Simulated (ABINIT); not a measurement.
# Beyond one shot: YVO4 (I4_1/amd), part 2 of 3

How far does self-consistency move the gap of YVO4 (I4_1/amd)?

ABINIT 10.8.3; LDA and many-body steps on it, plane waves. Known limits of the many-body steps: not at the basis limit; no spin polarisation; d states lean on the start; no spin-orbit coupling; coarse k mesh.

So far. Step 5 (evGW0, cycle 1): Against G0W0 in ABINIT (2×2×2 mesh, 134 bands, screening to 89.8 eV, Godby-Needs plasmon pole), the gap moves by +0.597 eV. This first cycle still uses the starting levels; it takes the full correction, at all points of the mesh, and its linearised value is 5.239 eV. Step 6 (evGW0, cycle 2): Against the cycle before, the gap moves by −0.192 eV.

**7. evGW0, cycle 3**

Level of this step: evGW0 on LDA, plane waves, norm-conserving pseudopotentials (ABINIT).

Contents of run.abi:

```
acell 3*1.0 Angstrom
rprim 
  -3.559150000000 3.559150000000 3.144650000000
  3.559150000000 -3.559150000000 3.144650000000
  3.559150000000 3.559150000000 -3.144650000000
ntypat 3
znucl 39 23 8
natom 12
typat 1 1 2 2 3 3 3 3 3 3 3 3
xred 
  0.750000000000 0.250000000000 0.500000000000
  0.000000000000 0.000000000000 0.000000000000
  0.500000000000 0.500000000000 0.000000000000
  0.250000000000 0.750000000000 0.500000000000
  0.510000000000 0.325800000000 0.184200000000
  0.075800000000 0.391600000000 0.315800000000
  0.141600000000 0.325800000000 0.815800000000
  0.075800000000 0.760000000000 0.684200000000
  0.240000000000 0.924200000000 0.315800000000
  0.674200000000 0.490000000000 0.815800000000
  0.608400000000 0.924200000000 0.684200000000
  0.674200000000 0.858400000000 0.184200000000
pp_dirpath "pseudos"
pseudos "Y.upf, V.upf, O.upf"
ecut 38
ngkpt 2 2 2
nshiftk 1
shiftk 0 0 0
kptopt 1
chksymbreak 0
istwfk *1
occopt 1
irdwfk 1
optdriver 4
nband 134
gwcalctyp 10
ecutsigx 38
symsigma 1
nkptgw 4
kptgw 
  0.0000000000 0.0000000000 0.0000000000
  0.5000000000 0.0000000000 0.0000000000
  0.5000000000 0.5000000000 0.0000000000
  0.5000000000 0.5000000000 0.5000000000
bdgw 
  25 60
  25 60
  25 60
  25 60
ecuteps 3.3
irdscr 1
ppmodel 1
irdqps 1
indata_prefix "in"
outdata_prefix "out"
tmpdata_prefix "tmp"
```

The run is started by

```console
OMP_NUM_THREADS=1 mpirun -n 4 abinit run.abi > log
```

The program printed:

```text
.Version 10.8.3 of ABINIT. v10.8.2 released Aug 2026.

 Symmetries : space group I4_1/a m d (#141); Bravais tI (body-center tetrag.)
[... echo of the input left out ...]
== DATASET  1 ==================================================================
-   mpi_nproc: 4, omp_nthreads: 1 (-1 if OMP is not activated)

--- !DatasetInfo
iteration_state: {dtset: 1, }
dimensions: {natom: 12, nkpt: 4, mband: 134, nsppol: 1, nspinor: 1, nspden: 1, mpw: 12033, }
cutoff_energies: {ecut:  38.0, pawecutdg:  -1.0, }
[...]
.  kptgw no:  2; Maximum DeltaE = (  -0.010  -0.001) for band index: 36
.  kptgw no:  3; Maximum DeltaE = (  -0.009   0.005) for band index: 33
.  kptgw no:  4; Maximum DeltaE = (   0.010   0.000) for band index: 13

== END DATASET(S) ==============================================================
================================================================================

 -outvars: echo values of variables after computation  --------
           etotal      0.0000000000E+00
            nband         134
             nkpt           4
          spgroup         141
 [... the other variables as echoed above ...]

 Calculation completed.
```

Wall time 2.3 min (4 MPI ranks of Arm Neoverse V1, shared host); peak memory 3.5 GiB.

This step gave:

```
quasiparticle gap on the mesh                         : 5.648 eV
gap of the density functional on the mesh             : 2.875 eV
k of the valence top                                  : 0, 0, 0
k of the conduction bottom                            : 0, 0, 0
least direct quasiparticle gap on the computed points : 5.648 eV
```

Against the cycle before, the gap moves by +0.004 eV.

**8. Screening, 2×2×2 mesh, 134 bands, screening to 89.8 eV**

This step: RPA screening on LDA, plane waves, norm-conserving pseudopotentials.

Edit run.abi of step 7 so:

```diff
@@ -33,22 +33,13 @@
 irdwfk 1
-optdriver 4
+optdriver 3
 nband 134
+ecuteps 3.3
+inclvkb 2
+awtr 1
+symchi 1
 gwcalctyp 10
-ecutsigx 38
-symsigma 1
-nkptgw 4
-kptgw 
-  0.0000000000 0.0000000000 0.0000000000
-  0.5000000000 0.0000000000 0.0000000000
-  0.5000000000 0.5000000000 0.0000000000
-  0.5000000000 0.5000000000 0.5000000000
-bdgw 
-  25 60
-  25 60
-  25 60
-  25 60
-ecuteps 3.3
-irdscr 1
-ppmodel 1
-irdqps 1
+mbpt_sciss 2.924 eV
+nqptdm 1
+qptdm 
+  0 0 0
 indata_prefix "in"
```

The program printed:

```text
.Version 10.8.3 of ABINIT. v10.8.2 released Aug 2026.

 Symmetries : space group I4_1/a m d (#141); Bravais tI (body-center tetrag.)
[... echo of the input left out ...]
== DATASET  1 ==================================================================
-   mpi_nproc: 4, omp_nthreads: 1 (-1 if OMP is not activated)

--- !DatasetInfo
iteration_state: {dtset: 1, }
dimensions: {natom: 12, nkpt: 4, mband: 134, nsppol: 1, nspinor: 1, nspden: 1, mpw: 12033, }
cutoff_energies: {ecut:  38.0, pawecutdg:  -1.0, }
electrons: {nelect:   9.60000000E+01, charge:   0.00000000E+00, occopt:   1.00000000E+00, tsmear:   1.00000000E-02, }

 SCREENING: Calculation of the susceptibility and dielectric matrices

 Based on a program developped by R.W. Godby, V. Olevano, G. Onida, and L. Reining.
 Incorporated in ABINIT by V. Olevano, G.-M. Rignanese, and M. Torrent.
.Using double precision arithmetic ; gwpc =  8

[... cell and pseudopotentials left out ...]
--------------------------------------------------------------------------------

 ==== K-mesh for the wavefunctions ====
 Number of points in the irreducible wedge :     4
[... list of points left out ...]
 Together with 16 symmetry operations and time-reversal symmetry
 yields     8 points in the full Brillouin Zone.

 ==== Q-mesh for the screening function ====
 Number of points in the irreducible wedge :     4
[... list of points left out ...]
 Together with 16 symmetry operations and time-reversal symmetry
 yields     8 points in the full Brillouin Zone.

 setmesh: FFT mesh size selected  =    36x   36x   36
          total number of points  =        46656

 vcoul_init : cutoff-mode = AUXILIARY_FUNCTION
 q-points for optical limit:   1
     1)      0.000010    0.000020    0.000030

 Dielectric matrix will be calculated only for some
 selected q points provided by the user through the input variables
 nqptdm and qptdm

- screening: taking advantage of time-reversal symmetry
- Maximum band index for partially occupied states nbvw = 48
- Remaining bands to be divided among processors   nbcw = 86
- Number of bands treated by each node ~21

 rdqps: reading QP wavefunctions of the previous step
        looking for file in_QPS
 file not found, 1st iteration initialized with KS eigenelements

 screening : performing a first self-consistency
 update of the energies in W by a scissor operator
 applying a scissor operator of [eV] :   2.924

 Number of electrons calculated from density =   96.0000; Expected =   96.0000
 average of density, n =  0.089279
 r_s =    1.3880
 omega_plasma =   28.8224 [eV]

 calculating chi0 at frequencies [eV] :
  1    0.000000E+00    0.000000E+00
  2    0.000000E+00    2.882242E+01

--------------------------------------------------------------------------------
  q-point number  1        q = ( 0.000000, 0.000000, 0.000000) [r.l.u.]
--------------------------------------------------------------------------------
[... chi0 elements left out ...]
 For q-point:  0.000010 0.000020 0.000030
  dielectric constant =   3.3190
  dielectric constant without local fields =   3.8117

  Average fulfillment of the sum rule on Im[epsilon] for q-point    1 :     46.12  [%]
[... wings left out ...]
== END DATASET(S) ==============================================================
================================================================================

 -outvars: echo values of variables after computation  --------
           etotal      0.0000000000E+00
            nband         134
             nkpt           4
          spgroup         141
 [... the other variables as echoed above ...]

 Calculation completed.
```

Elapsed: 78 s, on 4 MPI ranks; peak memory 1.9 GiB; 5.2 min of CPU time.

This step gave:

| Quantity | Value |
| --- | --- |
| ε∞ with local fields, on this mesh, along the program's q direction | 3.319 |
| the same without local fields | 3.812 |
| plasma frequency | 28.82 eV |
| plane waves in the screening matrix | 297 |

This screening uses the functional's bands under a rigid shift, the mean opening of the cycle before.

**9. Screening, 2×2×2 mesh, 134 bands, screening to 89.8 eV**

This step: RPA screening on LDA from quasiparticle energies, plane waves, norm-conserving pseudopotentials.

Edit run.abi of step 8 so:

```diff
@@ -39,7 +39,9 @@
 symchi 1
+irdqps 1
 gwcalctyp 10
-mbpt_sciss 2.924 eV
-nqptdm 1
+nqptdm 3
 qptdm 
-  0 0 0
+  0.5000000000 0.0000000000 0.0000000000
+  0.5000000000 0.5000000000 0.0000000000
+  0.5000000000 0.5000000000 0.5000000000
 indata_prefix "in"
```

Contents of mrgscr.stdin:

```
2
merged
q0_SCR
out_SCR
1
```

The run is started by

```console
OMP_NUM_THREADS=1 mpirun -n 4 abinit run.abi > log; mrgscr < mrgscr.stdin
```

The program printed:

```text
.Version 10.8.3 of ABINIT. v10.8.2 released Aug 2026.

 Symmetries : space group I4_1/a m d (#141); Bravais tI (body-center tetrag.)
[... echo of the input left out ...]
== DATASET  1 ==================================================================
-   mpi_nproc: 4, omp_nthreads: 1 (-1 if OMP is not activated)

--- !DatasetInfo
iteration_state: {dtset: 1, }
dimensions: {natom: 12, nkpt: 4, mband: 134, nsppol: 1, nspinor: 1, nspden: 1, mpw: 12033, }
cutoff_energies: {ecut:  38.0, pawecutdg:  -1.0, }
[...]
q-point number  1        q = ( 0.500000, 0.000000, 0.000000) [r.l.u.]
--------------------------------------------------------------------------------
[... chi0 elements left out ...]
  Average fulfillment of the sum rule on Im[epsilon] for q-point    2 :     49.20  [%]

--------------------------------------------------------------------------------
  q-point number  2        q = ( 0.500000, 0.500000, 0.000000) [r.l.u.]
--------------------------------------------------------------------------------
[... chi0 elements left out ...]
  Average fulfillment of the sum rule on Im[epsilon] for q-point    3 :     49.90  [%]

 [... 1 further q-points ...]
```

Run time: 19 s. Hardware: 4 MPI ranks; peak memory 1.4 GiB.

This step gave:

- plasma frequency: 28.82 eV
- plane waves in the screening matrix: 297

This screening reads the quasiparticle levels of the cycle before.

**10. evGW, cycle 1**

This step: evGW on LDA, plane waves, norm-conserving pseudopotentials.

Edit run.abi of step 9 so:

```diff
@@ -33,12 +33,10 @@
 irdwfk 1
-optdriver 3
+optdriver 4
 nband 134
-ecuteps 3.3
-inclvkb 2
-awtr 1
-symchi 1
-irdqps 1
 gwcalctyp 10
-nqptdm 3
-qptdm 
+ecutsigx 38
+symsigma 1
+nkptgw 4
+kptgw 
+  0.0000000000 0.0000000000 0.0000000000
   0.5000000000 0.0000000000 0.0000000000
@@ -46,2 +44,11 @@
   0.5000000000 0.5000000000 0.5000000000
+bdgw 
+  25 60
+  25 60
+  25 60
+  25 60
+ecuteps 3.3
+irdscr 1
+ppmodel 1
+irdqps 1
 indata_prefix "in"
```

The run is started by

```console
OMP_NUM_THREADS=1 mpirun -n 4 abinit run.abi > log
```

The program printed:

```text
.Version 10.8.3 of ABINIT. v10.8.2 released Aug 2026.

 Symmetries : space group I4_1/a m d (#141); Bravais tI (body-center tetrag.)
[... echo of the input left out ...]
== DATASET  1 ==================================================================
-   mpi_nproc: 4, omp_nthreads: 1 (-1 if OMP is not activated)

--- !DatasetInfo
iteration_state: {dtset: 1, }
dimensions: {natom: 12, nkpt: 4, mband: 134, nsppol: 1, nspinor: 1, nspden: 1, mpw: 12033, }
cutoff_energies: {ecut:  38.0, pawecutdg:  -1.0, }
[...]
.  kptgw no:  2; Maximum DeltaE = (  -0.225   0.000) for band index:  1
.  kptgw no:  3; Maximum DeltaE = (  -0.234   0.000) for band index:  1
.  kptgw no:  4; Maximum DeltaE = (   0.208  -0.000) for band index: 13

== END DATASET(S) ==============================================================
================================================================================

 -outvars: echo values of variables after computation  --------
           etotal      0.0000000000E+00
            nband         134
             nkpt           4
          spgroup         141
 [... the other variables as echoed above ...]

 Calculation completed.
```

Elapsed: 2.4 min, on 4 MPI ranks; peak memory 3.5 GiB; 9.4 min of CPU time.

Numbers from this step:

```yaml
quasiparticle_gap_on_the_mesh: 6.17 eV
gap_of_the_density_functional_on_the_mesh: 2.875 eV
k_of_the_valence_top: 0, 0, 0
k_of_the_conduction_bottom: 0, 0, 0
least_direct_quasiparticle_gap_on_the_computed_points: 6.17 eV
```

Against G0W0 in ABINIT (2×2×2 mesh, 134 bands, screening to 89.8 eV, Godby-Needs plasmon pole), the gap moves by +0.931 eV.

**11. Screening, 2×2×2 mesh, 134 bands, screening to 89.8 eV**

This step: RPA screening on LDA, plane waves, norm-conserving pseudopotentials.

Edit run.abi of step 10 so:

```diff
@@ -33,22 +33,13 @@
 irdwfk 1
-optdriver 4
+optdriver 3
 nband 134
+ecuteps 3.3
+inclvkb 2
+awtr 1
+symchi 1
 gwcalctyp 10
-ecutsigx 38
-symsigma 1
-nkptgw 4
-kptgw 
-  0.0000000000 0.0000000000 0.0000000000
-  0.5000000000 0.0000000000 0.0000000000
-  0.5000000000 0.5000000000 0.0000000000
-  0.5000000000 0.5000000000 0.5000000000
-bdgw 
-  25 60
-  25 60
-  25 60
-  25 60
-ecuteps 3.3
-irdscr 1
-ppmodel 1
-irdqps 1
+mbpt_sciss 3.456 eV
+nqptdm 1
+qptdm 
+  0 0 0
 indata_prefix "in"
```

The program printed:

```text
.Version 10.8.3 of ABINIT. v10.8.2 released Aug 2026.

 Symmetries : space group I4_1/a m d (#141); Bravais tI (body-center tetrag.)
[... echo of the input left out ...]
== DATASET  1 ==================================================================
-   mpi_nproc: 4, omp_nthreads: 1 (-1 if OMP is not activated)

--- !DatasetInfo
iteration_state: {dtset: 1, }
dimensions: {natom: 12, nkpt: 4, mband: 134, nsppol: 1, nspinor: 1, nspden: 1, mpw: 12033, }
cutoff_energies: {ecut:  38.0, pawecutdg:  -1.0, }
[...]
[... chi0 elements left out ...]
 For q-point:  0.000010 0.000020 0.000030
  dielectric constant =   3.2241
  dielectric constant without local fields =   3.6791

  Average fulfillment of the sum rule on Im[epsilon] for q-point    1 :     47.15  [%]
[... wings left out ...]
== END DATASET(S) ==============================================================
================================================================================

 -outvars: echo values of variables after computation  --------
           etotal      0.0000000000E+00
            nband         134
             nkpt           4
          spgroup         141
 [... the other variables as echoed above ...]

 Calculation completed.
```

Wall time 79 s (4 MPI ranks); peak memory 1.9 GiB.

Numbers from this step:

```yaml
eps_infinity_with_local_fields_on_this_mesh_along_the_program_s_q_direction: 3.224
the_same_without_local_fields: 3.679
plasma_frequency: 28.82 eV
plane_waves_in_the_screening_matrix: 297
```

This screening uses the functional's bands under a rigid shift, the mean opening of the cycle before.

**12. Screening, 2×2×2 mesh, 134 bands, screening to 89.8 eV**

This step: RPA screening on LDA from quasiparticle energies, plane waves, norm-conserving pseudopotentials.

Edit run.abi of step 11 so:

```diff
@@ -39,7 +39,9 @@
 symchi 1
+irdqps 1
 gwcalctyp 10
-mbpt_sciss 3.456 eV
-nqptdm 1
+nqptdm 3
 qptdm 
-  0 0 0
+  0.5000000000 0.0000000000 0.0000000000
+  0.5000000000 0.5000000000 0.0000000000
+  0.5000000000 0.5000000000 0.5000000000
 indata_prefix "in"
```

mrgscr.stdin is that of step 9.

The run is started by

```console
OMP_NUM_THREADS=1 mpirun -n 4 abinit run.abi > log; mrgscr < mrgscr.stdin
```

The program printed:

```text
.Version 10.8.3 of ABINIT. v10.8.2 released Aug 2026.

 Symmetries : space group I4_1/a m d (#141); Bravais tI (body-center tetrag.)
[... echo of the input left out ...]
== DATASET  1 ==================================================================
-   mpi_nproc: 4, omp_nthreads: 1 (-1 if OMP is not activated)

--- !DatasetInfo
iteration_state: {dtset: 1, }
dimensions: {natom: 12, nkpt: 4, mband: 134, nsppol: 1, nspinor: 1, nspden: 1, mpw: 12033, }
cutoff_energies: {ecut:  38.0, pawecutdg:  -1.0, }
[...]
q-point number  1        q = ( 0.500000, 0.000000, 0.000000) [r.l.u.]
--------------------------------------------------------------------------------
[... chi0 elements left out ...]
  Average fulfillment of the sum rule on Im[epsilon] for q-point    2 :     50.00  [%]

--------------------------------------------------------------------------------
  q-point number  2        q = ( 0.500000, 0.500000, 0.000000) [r.l.u.]
--------------------------------------------------------------------------------
[... chi0 elements left out ...]
  Average fulfillment of the sum rule on Im[epsilon] for q-point    3 :     50.72  [%]

 [... 1 further q-points ...]
```

It took 19 s on 4 MPI ranks; peak memory 1.4 GiB; 77 s of CPU time.

This step gave:

```
plasma frequency                    : 28.82 eV
plane waves in the screening matrix : 297
```

This screening reads the quasiparticle levels of the cycle before.

**13. evGW, cycle 2**

This step: evGW on LDA, plane waves, norm-conserving pseudopotentials.

Edit run.abi of step 12 so:

```diff
@@ -33,12 +33,10 @@
 irdwfk 1
-optdriver 3
+optdriver 4
 nband 134
-ecuteps 3.3
-inclvkb 2
-awtr 1
-symchi 1
-irdqps 1
 gwcalctyp 10
-nqptdm 3
-qptdm 
+ecutsigx 38
+symsigma 1
+nkptgw 4
+kptgw 
+  0.0000000000 0.0000000000 0.0000000000
   0.5000000000 0.0000000000 0.0000000000
@@ -46,2 +44,11 @@
   0.5000000000 0.5000000000 0.5000000000
+bdgw 
+  25 60
+  25 60
+  25 60
+  25 60
+ecuteps 3.3
+irdscr 1
+ppmodel 1
+irdqps 1
 indata_prefix "in"
```

The run is started by

```console
OMP_NUM_THREADS=1 mpirun -n 4 abinit run.abi > log
```

The program printed:

```text
.Version 10.8.3 of ABINIT. v10.8.2 released Aug 2026.

 Symmetries : space group I4_1/a m d (#141); Bravais tI (body-center tetrag.)
[... echo of the input left out ...]
== DATASET  1 ==================================================================
-   mpi_nproc: 4, omp_nthreads: 1 (-1 if OMP is not activated)

--- !DatasetInfo
iteration_state: {dtset: 1, }
dimensions: {natom: 12, nkpt: 4, mband: 134, nsppol: 1, nspinor: 1, nspden: 1, mpw: 12033, }
cutoff_energies: {ecut:  38.0, pawecutdg:  -1.0, }
[...]
.  kptgw no:  2; Maximum DeltaE = (  -0.031  -0.000) for band index:  4
.  kptgw no:  3; Maximum DeltaE = (  -0.034  -0.000) for band index:  1
.  kptgw no:  4; Maximum DeltaE = (  -0.032  -0.000) for band index: 11

== END DATASET(S) ==============================================================
================================================================================

 -outvars: echo values of variables after computation  --------
           etotal      0.0000000000E+00
            nband         134
             nkpt           4
          spgroup         141
 [... the other variables as echoed above ...]

 Calculation completed.
```

Run time: 2.3 min. Hardware: 4 MPI ranks; peak memory 3.5 GiB; 9.3 min of CPU time.

Numbers from this step:

```yaml
quasiparticle_gap_on_the_mesh: 6.237 eV
gap_of_the_density_functional_on_the_mesh: 2.875 eV
k_of_the_valence_top: 0, 0, 0
k_of_the_conduction_bottom: 0, 0, 0
least_direct_quasiparticle_gap_on_the_computed_points: 6.237 eV
```

Against the cycle before, the gap moves by +0.067 eV.

**14. Screening, 2×2×2 mesh, 134 bands, screening to 89.8 eV**

This step: RPA screening on LDA, plane waves, norm-conserving pseudopotentials.

Edit run.abi of step 13 so:

```diff
@@ -33,22 +33,13 @@
 irdwfk 1
-optdriver 4
+optdriver 3
 nband 134
+ecuteps 3.3
+inclvkb 2
+awtr 1
+symchi 1
 gwcalctyp 10
-ecutsigx 38
-symsigma 1
-nkptgw 4
-kptgw 
-  0.0000000000 0.0000000000 0.0000000000
-  0.5000000000 0.0000000000 0.0000000000
-  0.5000000000 0.5000000000 0.0000000000
-  0.5000000000 0.5000000000 0.5000000000
-bdgw 
-  25 60
-  25 60
-  25 60
-  25 60
-ecuteps 3.3
-irdscr 1
-ppmodel 1
-irdqps 1
+mbpt_sciss 3.522 eV
+nqptdm 1
+qptdm 
+  0 0 0
 indata_prefix "in"
```

The program printed:

```text
.Version 10.8.3 of ABINIT. v10.8.2 released Aug 2026.

 Symmetries : space group I4_1/a m d (#141); Bravais tI (body-center tetrag.)
[... echo of the input left out ...]
== DATASET  1 ==================================================================
-   mpi_nproc: 4, omp_nthreads: 1 (-1 if OMP is not activated)

--- !DatasetInfo
iteration_state: {dtset: 1, }
dimensions: {natom: 12, nkpt: 4, mband: 134, nsppol: 1, nspinor: 1, nspden: 1, mpw: 12033, }
cutoff_energies: {ecut:  38.0, pawecutdg:  -1.0, }
[...]
[... chi0 elements left out ...]
 For q-point:  0.000010 0.000020 0.000030
  dielectric constant =   3.2129
  dielectric constant without local fields =   3.6637

  Average fulfillment of the sum rule on Im[epsilon] for q-point    1 :     47.28  [%]
[... wings left out ...]
== END DATASET(S) ==============================================================
================================================================================

 -outvars: echo values of variables after computation  --------
           etotal      0.0000000000E+00
            nband         134
             nkpt           4
          spgroup         141
 [... the other variables as echoed above ...]

 Calculation completed.
```

Wall time 77 s (4 MPI ranks); peak memory 1.9 GiB; 5.2 min of CPU time.

Numbers from this step:

- ε∞ with local fields, on this mesh, along the program's q direction: 3.213
- the same without local fields: 3.664
- plasma frequency: 28.82 eV
- plane waves in the screening matrix: 297

This screening uses the functional's bands under a rigid shift, the mean opening of the cycle before.

(Continued in part 3 of 3.)

[Paths, hosts, dates, memory and timing lines, banners, echoed tables and standing remarks are left out of the program output.]

[Logs are printed without paths, hosts, clocks, repeated set-up lines and the standing remarks that a program may print on its own settings, such as how far it seeks lower states.]

[Runs of the session that timed out or met a known fault of the program may be left out.]

[Hosts, paths, dates, database ids (printed as entryN), source tags and the programs' standing remarks are cut or masked in the printed files.]

[G0W0 gaps are taken among the corrected bands and points alone; a level outside them can change the order at an edge.]

[Where Ansatz stands beside ABINIT at settings called matched, ABINIT's density can come from a denser mesh and the files from another edition; pairs whose starting gaps differed by over 0.03 eV were left out, so agreement reads better than it is.]
